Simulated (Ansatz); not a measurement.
**How fast states decay through Pb2IBrF2**

A new crystal, Pb2IBrF2: structure, gap and complex bands. It is built by putting Br for part of the I in the PbIF structure of space group P4/nmm, with the volume rescaled by atomic radii. The parent structure comes from the Materials Project.

Method: r2SCAN DFT, plane waves, PAW files, in the first sound run; inputs show where later runs differ, in Ansatz 0.2.0.

The structure was built from a prototype and need not be the compound's stable phase.

## (1) Starting point

Symmetry: P4mm, No. 99, tetragonal system. Conventional cell: a = 4.163 Å, b = 4.163 Å, c = 9.298 Å, α = 90.00°, β = 90.00°, γ = 90.00°. Nearest to Pb lie 4 F at 2.54 Å and 4 Br at 3.35 Å. Nearest to Pb lie 4 F at 2.54 Å and 4 I at 3.35 Å. Br has 4 Pb at 3.35 Å nearest. Nearest to I lie 4 Pb at 3.35 Å. F has 4 Pb at 2.54 Å nearest. It derives from PbIF. Br for part of the I in the PbIF structure of space group P4/nmm. Farther neighbours and most contacts between anions are not listed.

Coordinates:

```cif
data_structure
_symmetry_space_group_name_H-M 'P 1'
_symmetry_Int_Tables_number 1
_cell_length_a 4.1633
_cell_length_b 4.1633
_cell_length_c 9.2976
_cell_angle_alpha 90.000
_cell_angle_beta 90.000
_cell_angle_gamma 90.000
_cell_volume 161.15
loop_
_atom_site_label
_atom_site_type_symbol
_atom_site_fract_x
_atom_site_fract_y
_atom_site_fract_z
_atom_site_occupancy
Pb1 Pb 0.00000 0.50000 0.84273 1
Pb2 Pb 0.50000 0.00000 0.15727 1
Br3 Br 0.50000 0.00000 0.67183 1
I4 I 0.00000 0.50000 0.32817 1
F5 F 0.00000 0.00000 0.00000 1
F6 F 0.50000 0.50000 0.00000 1
```

## (2) Cell and atoms at rest

The substituted atoms don't fit the parent's cell, so cell and atoms relax together. A small smearing keeps the run stable in case the gap closes on the way.

Input file input.yaml:

```yaml
crystal:
  lattice:
    - [4.1632631112, 0.0, 0.0]
    - [0.0, 4.1632631112, 0.0]
    - [0.0, 0.0, 9.2975825958]
  atoms:
    - { symbol: Pb, position: [0.0, 0.5, 0.842729] }
    - { symbol: Pb, position: [0.5, 0.0, 0.157271] }
    - { symbol: Br, position: [0.5, 0.0, 0.671828] }
    - { symbol: I, position: [0.0, 0.5, 0.328172] }
    - { symbol: F, position: [0.0, 0.0, 0.0] }
    - { symbol: F, position: [0.5, 0.5, 0.0] }
kpoints:
  mp_grid: { grid: [6, 6, 4] }
scf:
  occupations: { method: gaussian, width: 0.03 }
hamiltonian:
  xc: r2scan
output:
  forces: true
  stress: true
relax:
  f_tol: 0.02
  max_steps: 60
  cell: {}
```

Launch:

```console
$ ansatz run input.yaml --threads 2 --pin off --max-ram 4096MiB --backend cpu --events-out ev --progress --plain --runs-dir out
```

Numbers of over 12 decimals in the logs are rounded to 6 here.

The log of the run:

```text
Engine: ansatz 0.2.0, aarch64-unknown-linux-gnu
Pseudopotentials: kind: paw
Pseudopotential: Pb, paw, valence charge 14, recommended cutoff 500 eV (meta_gga), Pb.paw.azcp
Pseudopotential: Br, paw, valence charge 7, recommended cutoff 500 eV (meta_gga), Br.paw.azcp
Pseudopotential: I, paw, valence charge 17, recommended cutoff 500 eV (meta_gga), I.paw.azcp
Pseudopotential: F, paw, valence charge 7, recommended cutoff 500 eV (meta_gga), F.paw.azcp
Functional definition: r2SCAN
  parameter k0 = 0.174
  parameter k1 = 0.065
  parameter a1 = 4.9479
  exchange = r2scan_x(k0 = k0, k1 = k1, a1 = a1)
  correlation = r2scan_c
Crystal: 6 atoms, lattice volume = 161.153 Å³
Basis set: ecut = 500 eV, 4089 PW (Γ), exchange–correlation on 128×128×288 points (64 copies of the dense FFT grid, shifted against one another)
Bands: 40, of which v1, the nominal top of the filled ones, is band 33 counted from 1 (32 counted from 0)
Symmetry: 8 space group operations
Space group: P4mm (ITA 99), of the structure as read, at distance tolerance 5.4e-5 Å
k-points: 30 of 144 (time reversal used)
Non-local potential: Pb, projectors of the file, l = 0: 2, l = 1: 2, l = 2: 2, l = 3: 2
Non-local potential: Br, projectors of the file, l = 0: 2, l = 1: 2, l = 2: 2
Non-local potential: I, projectors of the file, l = 0: 2, l = 1: 2, l = 2: 2, l = 3: 2
Non-local potential: F, projectors of the file, l = 0: 2, l = 1: 2, l = 2: 1
PAW form: soft (Blöchl's): semilocal exchange-correlation on the pseudo side does not see the compensation charge
PAW frozen core: Pb, regenerated for the run's functional (the file was generated under x = pbe(κ = 0.804, μ = 0.219515), c = pbe(β = 0.066725))
PAW frozen core: Br, regenerated for the run's functional (the file was generated under x = pbe(κ = 0.804, μ = 0.219515), c = pbe(β = 0.066725))
PAW frozen core: I, regenerated for the run's functional (the file was generated under x = pbe(κ = 0.804, μ = 0.219515), c = pbe(β = 0.066725))
PAW frozen core: F, regenerated for the run's functional (the file was generated under x = pbe(κ = 0.804, μ = 0.219515), c = pbe(β = 0.066725))
PAW one-centre angular grid: Pb, 590 points (default); XC on 160 Gauss nodes
PAW one-centre angular grid: Br, 302 points (default); XC on 160 Gauss nodes
PAW one-centre angular grid: I, 590 points (default); XC on 160 Gauss nodes
PAW one-centre angular grid: F, 302 points (default); XC on 160 Gauss nodes
Initial density: superposition of atomic densities (neutral atoms: chi_scale 0, normalization atom), corrected by the library's trained network
Initial wavefunctions: pseudopotential atomic-orbital guess
Functional: x = r2scan, c = r2scan; τ floored in thin density (d = 2e-4 eV/Å³)
SCF iter   1: F=—  HF=-35786.724561 eV  |F-HF|=—  |Δ(HF+E_count)|=         —  Δρ=6.59e-3  dr2=7.13e-2  dr2_τ=6.27e-2  ethr=1.77e-3  ⟨swp⟩=9.1  Hψ=6009  notcnv=0  defer=5
preconditioner: auto → Resta (q_TF=auto, 2.351 Å⁻¹)  ε∞=3.1  [insulator: Δε(μ)=2.675 eV  Ē_g=14.529 eV  σ=0.030 eV  W_gap=1.00  n_scr=38 (ndim 8)  ℏωp=21.1 eV  f_vac=0.087  D(μ)=0.00/eV (n_scr^D=0)  ε∞_Penn≈3.1]
SCF iter   2: F=—  HF=-35786.749282 eV  |F-HF|=—  |Δ(HF+E_count)|=   2.47e-2  Δρ=2.83e-3  dr2=8.88e-3  dr2_τ=1.13e-3  ethr=1.08e-4  ⟨swp⟩=2.7  Hψ=2525  notcnv=0  defer=30
SCF iter   3: F=—  HF=-35786.748613 eV  |F-HF|=—  |Δ(HF+E_count)|=   6.68e-4  Δρ=9.59e-4  dr2=1.77e-3  dr2_τ=1.26e-4  ethr=1.35e-5  ⟨swp⟩=3.0  Hψ=2339  notcnv=0
automatic band count: iteration 3 solves 39 bands in place of 40: the levels show a gap, and the empty bands left out lie too high to hold charge; the band table lists the bands solved (type scf.n_extra_bands for more)
SCF iter   4: F=—  HF=-35786.748540 eV  |F-HF|=—  |Δ(HF+E_count)|=   7.38e-5  Δρ=4.03e-4  dr2=1.61e-4  dr2_τ=1.69e-5  ethr=2.68e-6  ⟨swp⟩=2.3  Hψ=1788  notcnv=0
SCF iter   5: F=—  HF=-35786.748579 eV  |F-HF|=—  |Δ(HF+E_count)|=   3.95e-5  Δρ=8.66e-5  dr2=1.33e-5  dr2_τ=6.97e-7  ethr=2.44e-7  ⟨swp⟩=2.0  Hψ=2010  notcnv=0
SCF iter   6: F=—  HF=-35786.748691 eV  |F-HF|=—  |Δ(HF+E_count)|=   1.12e-4  Δρ=2.36e-5  dr2=1.06e-6  dr2_τ=5.32e-8  ethr=2.02e-8  ⟨swp⟩=2.0  Hψ=2160  notcnv=0
SCF iter   7: F=—  HF=-35786.748692 eV  |F-HF|=—  |Δ(HF+E_count)|=   5.47e-7  Δρ=7.73e-6  dr2=1.07e-7  dr2_τ=4.55e-9  ethr=1.60e-9  ⟨swp⟩=2.0  Hψ=1944  notcnv=0
SCF iter   8: F=-35786.748692 eV  HF=-35786.748692 eV  |F-HF|=1.41e-9  |Δ(HF+E_count)|=   2.52e-8  Δρ=2.04e-6  dr2=6.76e-9  dr2_τ=5.08e-10  ethr=1.52e-10  ⟨swp⟩=5.0  Hψ=4372  notcnv=0
SCF 1 converged in 8 iterations: F = -35786.748692 eV  dr2 = 6.76e-9
  greatest PAW one-centre occupation: 0.999 electrons in one spin orbital (limit 2), on the I atom at site 3 (counted from 0), in its partial waves of l = 2
relax step   1: F+E_penalty+E_count = -35786.74869155 eV  Δ(F+E_penalty+E_count) = +0.000e0 eV  max|allowed force component| = 5.822e-1 eV/Å  Δτ_max = 0.0000 Å  P = -0.928 GPa  Ω = 161.153 Å³  (8 SCF iters, dr2 threshold 1.00e-7 eV, accepted)
Crystal: 6 atoms, lattice volume = 157.654 Å³
Basis set: ecut = 500 eV, 3993 PW (Γ), exchange–correlation on 128×128×288 points (64 copies of the dense FFT grid, shifted against one another)
Initial density: handed on by an earlier stage of this run
Initial wavefunctions: those handed on with the density
iter 1 solved again at ethr=1.18e-4 eV; its pass at ethr=3.10e-3 eV (dr2=7.82e-2 eV) is discarded
SCF iter   1: F=—  HF=-35786.758811 eV  |F-HF|=—  |Δ(HF+E_count)|=         —  Δρ=8.53e-3  dr2=8.00e-2  dr2_τ=1.19e0  ethr=1.18e-4  ⟨swp⟩=2.0  Hψ=6784  notcnv=0
automatic band count: iteration 1 solves 38 bands in place of 40: the levels show a gap, and the empty bands left out lie too high to hold charge; the band table lists the bands solved (type scf.n_extra_bands for more)
preconditioner: auto → Resta (q_TF=auto, 2.360 Å⁻¹)  ε∞=3.4  [insulator: Δε(μ)=2.836 eV  Ē_g=13.787 eV  σ=0.030 eV  W_gap=1.00  n_scr=38 (ndim 8)  ℏωp=21.3 eV  f_vac=0.088  D(μ)=0.00/eV (n_scr^D=0)  ε∞_Penn≈3.4]
SCF iter   2: F=—  HF=-35786.838434 eV  |F-HF|=—  |Δ(HF+E_count)|=   7.96e-2  Δρ=3.06e-3  dr2=1.07e-2  dr2_τ=1.03e-3  ethr=1.18e-4  ⟨swp⟩=3.1  Hψ=2360  notcnv=0
SCF iter   3: F=—  HF=-35786.837036 eV  |F-HF|=—  |Δ(HF+E_count)|=   1.40e-3  Δρ=1.28e-3  dr2=2.18e-3  dr2_τ=1.36e-4  ethr=1.62e-5  ⟨swp⟩=2.1  Hψ=1631  notcnv=0
SCF iter   4: F=—  HF=-35786.836916 eV  |F-HF|=—  |Δ(HF+E_count)|=   1.20e-4  Δρ=2.54e-4  dr2=1.52e-4  dr2_τ=5.66e-6  ethr=3.31e-6  ⟨swp⟩=2.0  Hψ=1686  notcnv=0  defer=2
SCF iter   5: F=—  HF=-35786.837066 eV  |F-HF|=—  |Δ(HF+E_count)|=   1.50e-4  Δρ=2.25e-4  dr2=6.19e-5  dr2_τ=4.53e-6  ethr=2.30e-7  ⟨swp⟩=2.0  Hψ=2020  notcnv=0  defer=2
[...]
preconditioner: auto → Resta (q_TF=auto, 2.365 Å⁻¹)  ε∞=3.4  [insulator: Δε(μ)=2.833 eV  Ē_g=13.865 eV  σ=0.030 eV  W_gap=1.00  n_scr=38 (ndim 8)  ℏωp=21.5 eV  f_vac=0.075  D(μ)=0.00/eV (n_scr^D=0)  ε∞_Penn≈3.4]
SCF iter   2: F=—  HF=-35786.853712 eV  |F-HF|=—  |Δ(HF+E_count)|=   1.12e-2  Δρ=1.23e-3  dr2=3.16e-3  dr2_τ=2.10e-4  ethr=3.90e-5  ⟨swp⟩=3.0  Hψ=1837  notcnv=0
SCF iter   3: F=—  HF=-35786.853107 eV  |F-HF|=—  |Δ(HF+E_count)|=   6.04e-4  Δρ=4.42e-4  dr2=5.95e-4  dr2_τ=3.36e-5  ethr=4.79e-6  ⟨swp⟩=2.0  Hψ=1984  notcnv=0
SCF iter   4: F=—  HF=-35786.853112 eV  |F-HF|=—  |Δ(HF+E_count)|=   4.67e-6  Δρ=2.14e-4  dr2=8.60e-5  dr2_τ=4.19e-6  ethr=9.02e-7  ⟨swp⟩=2.1  Hψ=1504  notcnv=0
SCF iter   5: F=—  HF=-35786.853111 eV  |F-HF|=—  |Δ(HF+E_count)|=   7.42e-7  Δρ=6.46e-5  dr2=7.83e-6  dr2_τ=4.11e-7  ethr=1.30e-7  ⟨swp⟩=2.3  Hψ=1953  notcnv=0
SCF iter   6: F=—  HF=-35786.853114 eV  |F-HF|=—  |Δ(HF+E_count)|=   2.68e-6  Δρ=1.76e-5  dr2=7.51e-7  dr2_τ=3.14e-8  ethr=1.19e-8  ⟨swp⟩=2.0  Hψ=1679  notcnv=0
SCF iter   7: F=-35786.853114 eV  HF=-35786.853114 eV  |F-HF|=3.11e-8  |Δ(HF+E_count)|=   3.38e-7  Δρ=4.72e-6  dr2=4.17e-8  dr2_τ=2.41e-9  ethr=9.09e-10  ⟨swp⟩=4.8  Hψ=4216  notcnv=0
SCF 3 converged in 7 iterations: F = -35786.853114 eV  dr2 = 4.17e-8
relax step   3: F+E_penalty+E_count = -35786.85311438 eV  Δ(F+E_penalty+E_count) = -1.605e-2 eV  max|allowed force component| = 8.747e-2 eV/Å  Δτ_max = 0.0394 Å  P = -0.074 GPa  Ω = 155.662 Å³  energy of the carried Pulay correction = +1.383e-3 eV  (7 SCF iters, dr2 threshold 6.00e-7 eV, accepted)
[...]
relax step   4: F+E_penalty+E_count = -35786.86039939 eV  Δ(F+E_penalty+E_count) = -7.285e-3 eV  max|allowed force component| = 5.728e-2 eV/Å  Δτ_max = 0.0395 Å  P = +0.074 GPa  Ω = 153.306 Å³  energy of the carried Pulay correction = +1.999e-3 eV  (6 SCF iters, dr2 threshold 4.78e-7 eV, accepted)
[...]
relax step   5: F+E_penalty+E_count = -35786.86503586 eV  Δ(F+E_penalty+E_count) = -4.636e-3 eV  max|allowed force component| = 8.428e-2 eV/Å  Δτ_max = 0.0449 Å  P = +0.092 GPa  Ω = 151.216 Å³  energy of the carried Pulay correction = +2.557e-3 eV  (7 SCF iters, dr2 threshold 2.05e-7 eV, accepted)
[...]
relax step   6: F+E_penalty+E_count = -35786.86623953 eV  Δ(F+E_penalty+E_count) = -1.204e-3 eV  max|allowed force component| = 4.550e-2 eV/Å  Δτ_max = 0.0157 Å  P = +0.118 GPa  Ω = 150.541 Å³  energy of the carried Pulay correction = +2.740e-3 eV  (6 SCF iters, dr2 threshold 4.44e-7 eV, accepted)
[...]
relax step   7: F+E_penalty+E_count = -35786.86677898 eV  Δ(F+E_penalty+E_count) = -5.395e-4 eV  max|allowed force component| = 1.181e-2 eV/Å  Δτ_max = 0.0270 Å  P = -0.039 GPa  Ω = 150.281 Å³  energy of the carried Pulay correction = +2.810e-3 eV  (6 SCF iters, dr2 threshold 1.29e-7 eV, accepted)
Basis set: ecut = 500 eV, 3823 PW (Γ), exchange–correlation on 128×128×256 points (64 copies of the dense FFT grid, shifted against one another)
Initial wavefunctions: pseudopotential atomic-orbital guess (no wavefunctions were taken with the density)
iter 1 solved again at ethr=1.97e-7 eV; its pass at ethr=3.10e-3 eV (dr2=1.30e-4 eV) is discarded
SCF iter   1: F=—  HF=-35786.863534 eV  |F-HF|=—  |Δ(HF+E_count)|=         —  Δρ=2.29e-4  dr2=7.05e-6  dr2_τ=3.76e-5  ethr=1.97e-7  ⟨swp⟩=3.7  Hψ=9504  notcnv=0
preconditioner: auto → Resta (q_TF=auto, 2.379 Å⁻¹)  ε∞=3.2  [insulator: Δε(μ)=2.626 eV  Ē_g=14.567 eV  σ=0.030 eV  W_gap=1.00  n_scr=38 (ndim 8)  ℏωp=21.8 eV  f_vac=0.032  D(μ)=0.00/eV (n_scr^D=0)  ε∞_Penn≈3.2]
SCF iter   2: F=—  HF=-35786.863599 eV  |F-HF|=—  |Δ(HF+E_count)|=   6.52e-5  Δρ=1.16e-4  dr2=2.10e-6  dr2_τ=5.02e-6  ethr=1.07e-8  ⟨swp⟩=2.0  Hψ=2001  notcnv=0
SCF iter   3: F=—  HF=-35786.863740 eV  |F-HF|=—  |Δ(HF+E_count)|=   1.41e-4  Δρ=3.27e-5  dr2=9.25e-7  dr2_τ=1.59e-7  ethr=3.19e-9  ⟨swp⟩=2.0  Hψ=2033  notcnv=0
SCF iter   4: F=—  HF=-35786.863740 eV  |F-HF|=—  |Δ(HF+E_count)|=   3.00e-8  Δρ=4.61e-6  dr2=1.91e-8  dr2_τ=3.42e-9  ethr=1.40e-9  ⟨swp⟩=2.0  Hψ=1865  notcnv=0
SCF iter   5: F=—  HF=-35786.863740 eV  |F-HF|=—  |Δ(HF+E_count)|=   1.31e-8  Δρ=1.61e-6  dr2=3.37e-9  dr2_τ=2.83e-10  ethr=2.90e-11  ⟨swp⟩=2.0  Hψ=2040  notcnv=0
SCF iter   6: F=—  HF=-35786.863740 eV  |F-HF|=—  |Δ(HF+E_count)|=  2.26e-10  Δρ=5.70e-7  dr2=3.42e-10  dr2_τ=2.37e-11  ethr=5.10e-12  ⟨swp⟩=2.2  Hψ=1734  notcnv=0
SCF iter   7: F=-35786.863740 eV  HF=-35786.863740 eV  |F-HF|=0.00e0  |Δ(HF+E_count)|=  1.46e-11  Δρ=1.21e-7  dr2=2.17e-11  dr2_τ=7.51e-13  ethr=1.00e-12  ⟨swp⟩=5.0  Hψ=4531  notcnv=0
SCF 8 converged in 7 iterations: F = -35786.863740 eV  dr2 = 2.17e-11
relax step   8: F+E_penalty+E_count = -35786.86374041 eV  Δ(F+E_penalty+E_count) = +3.039e-3 eV  max|allowed force component| = 1.151e-2 eV/Å  Δτ_max = 0.0000 Å  P = -0.035 GPa  Ω = 150.281 Å³  stress off target by 4.41e-2 GPa  SCF on the basis re-selected at this cell (its energy is not comparable with the rows above)  (7 SCF iters)
basis re-selected at this cell: Δ(F+E_penalty+E_count) = +3.039e-3 eV, ΔP = +0.004 GPa vs the last step (what re-selecting the basis moved, of the pressure what is left beyond the Pulay correction that the steps carried, after the strain that the cell walked since its last selection, with what the two solves' SCF thresholds leave and, on support functions, any second-order correction that the steps lacked; it is no measure of the basis error at this ecutwfc). The dense FFT grid was sized anew with the basis: this SCF ran on 32×32×64 points, the steps before it on 32×32×72, so part of this shift can come from that change (see relax.cell in the input reference). [rest of the remark cut]
SCF converged after 7 iterations
Free energy (F): -35786.863740 eV
Harris-Foulkes:  -35786.863740 eV  (|F-HF|=0.00e0)
Internal energy: -35786.863740 eV  (E = F + TS)
E sigma→0 (E₀):  -35786.863740 eV
Fermi energy:    7.063517 eV
--- Per-component energies (eV) ---
  E_band       = -627.735660
  E_kinetic    = 1308.735256
  E_local      = -6303.196275  (includes V_loc(G=0)·N_el)
  E_nonlocal   = 826.728110
  E_hartree    = 2757.532655
  E_xc         = -949.024582
  E_vxc        = -778.150038  (∫ρ·V_xc dr)
  E_paw        = -28373.426001  (= ΣΔE_a)
  E_vpaw       = -1248.360460  (= ΣTr[D̂ρ^β])
  E_aug_tail   = 0.002108  (compensation charges beyond the density's cutoff)
  E_vtau       = 51.440175  (kinetic-family band-sum trace: ∫τ·v_τ [+ j·A + Jᵃ·Aᵃ] dr)
  E_ewald      = -5055.998092
  E_core_change = 1.783081  (= ΣΔE_core)
  E_smearing   = -0.000000  (= −TS)
  E_closure    = 0.000000  (closes the sum)
  Σ components = -35786.863740   (vs F -35786.863740, Δ=0.00e0)
--- Forces (eV/Å), atoms counted from 1 ---
  atom   1  Pb     0.00000000    -0.00000000     0.00447423
  atom   2  Pb     0.00000000    -0.00000000     0.00103053
  atom   3  Br     0.00000000    -0.00000000    -0.00405252
  atom   4  I      0.00000000     0.00000000    -0.01150297
  atom   5  F     -0.00000000     0.00000000     0.00503328
  atom   6  F      0.00000000    -0.00000000     0.00503328
  max |Σ_I F_I| component: 1.58e-5 eV/Å
--- Stress (GPa, compression-positive) ---
       -0.044052      -0.000000      -0.000000
       -0.000000      -0.044052      -0.000000
       -0.000000      -0.000000      -0.017770
  P = ⅓ Tr σ = -0.0353 GPa (-0.353 kbar)
--- Relaxed structure (7 steps of the walk, 7 accepted, 1 SCFs on fresh bases) ---
  F+E_penalty+E_count = -35786.86374041 eV   max|allowed force component| = 1.151e-2 eV/Å   (the final SCF, on the basis selected at the relaxed cell)
  cell:  # Å, volume = 150.2808 Å³
    - [4.188877, 0.0, 0]
    - [0.0, 4.188877, 0.0]
    - [0, 0.0, 8.564625]
  atoms:
    - { symbol: Pb, position: [0, 0.5, 0.820898] }
    - { symbol: Pb, position: [0.5, 0.0, 0.160869] }
    - { symbol: Br, position: [0.5, 0.0, 0.680703] }
    - { symbol: I, position: [0, 0.5, 0.350242] }
    - { symbol: F, position: [0, 0.0, -0.00635575] }
    - { symbol: F, position: [0.5, 0.5, -0.00635575] }
```

Wall time 1.9 min (2 threads of Arm Neoverse V2, shared host); peak memory 0.75 GiB.

The steps of the relaxation:

```tsv
step	energy less that of the first step (eV)	largest force component (eV/Å)	pressure (GPa)	volume (Å³)
1	0.0000	0.5822	-0.93	161.15
2	-0.0884	0.3617	-0.33	157.65
3	-0.1044	0.0875	-0.07	155.66
4	-0.1117	0.0573	0.07	153.31
5	-0.1163	0.0843	0.09	151.22
6	-0.1175	0.0455	0.12	150.54
7	-0.1181	0.0118	-0.04	150.28
8*	-0.1150	0.0115	-0.04	150.28
```

Relaxation steps marked * repeat the geometry before them on a plane-wave basis chosen anew for their cell, so energy and pressure can jump there.

Forces are held to the 8 operations that the run works with; a distortion that breaks them can't arise in this run.

```tsv
conventional cell, symmetrised	before	after	change
a (Å)	4.163	4.189	+0.6 %
b (Å)	4.163	4.189	+0.6 %
c (Å)	9.298	8.565	-7.9 %
volume (Å³/atom)	26.86	25.05	-6.7 %
```

The atoms that moved most (Å, as changes of fractional coordinates times the final cell):

```tsv
atom	dx	dy	dz	length
I4	0.000	0.000	0.189	0.189
Pb1	0.000	0.000	-0.187	0.187
Br3	0.000	0.000	0.076	0.076
F6	0.000	0.000	-0.054	0.054
F5	0.000	0.000	-0.054	0.054
Pb2	0.000	0.000	0.031	0.031
```

Final coordinates:

```cif
data_structure
_symmetry_space_group_name_H-M 'P 1'
_symmetry_Int_Tables_number 1
_cell_length_a 4.1889
_cell_length_b 4.1889
_cell_length_c 8.5646
_cell_angle_alpha 90.000
_cell_angle_beta 90.000
_cell_angle_gamma 90.000
_cell_volume 150.28
loop_
_atom_site_label
_atom_site_type_symbol
_atom_site_fract_x
_atom_site_fract_y
_atom_site_fract_z
_atom_site_occupancy
Pb1 Pb 0.00000 0.50000 0.82090 1
Pb2 Pb 0.50000 0.00000 0.16087 1
Br3 Br 0.50000 0.00000 0.68070 1
I4 I 0.00000 0.50000 0.35024 1
F5 F 0.00000 0.00000 0.99364 1
F6 F 0.50000 0.50000 0.99364 1
```

This step gave:

```
free energy  : -35786.8637 eV
Fermi energy : 7.064 eV
pressure     : -0.03529 GPa
```

The largest force component on a free atom ends at 0.012 eV/Å.

[end of part 1 of 3]

[Logs are printed without paths, hosts, clocks, repeated set-up lines and the standing remarks that a program may print on its own settings, such as how far it seeks lower states.]

[Hosts, paths, dates, database ids (printed as entryN), source tags and the programs' standing remarks are cut or masked in the printed files.]

[New means built here by substitution; the compound itself may be known and measured.]
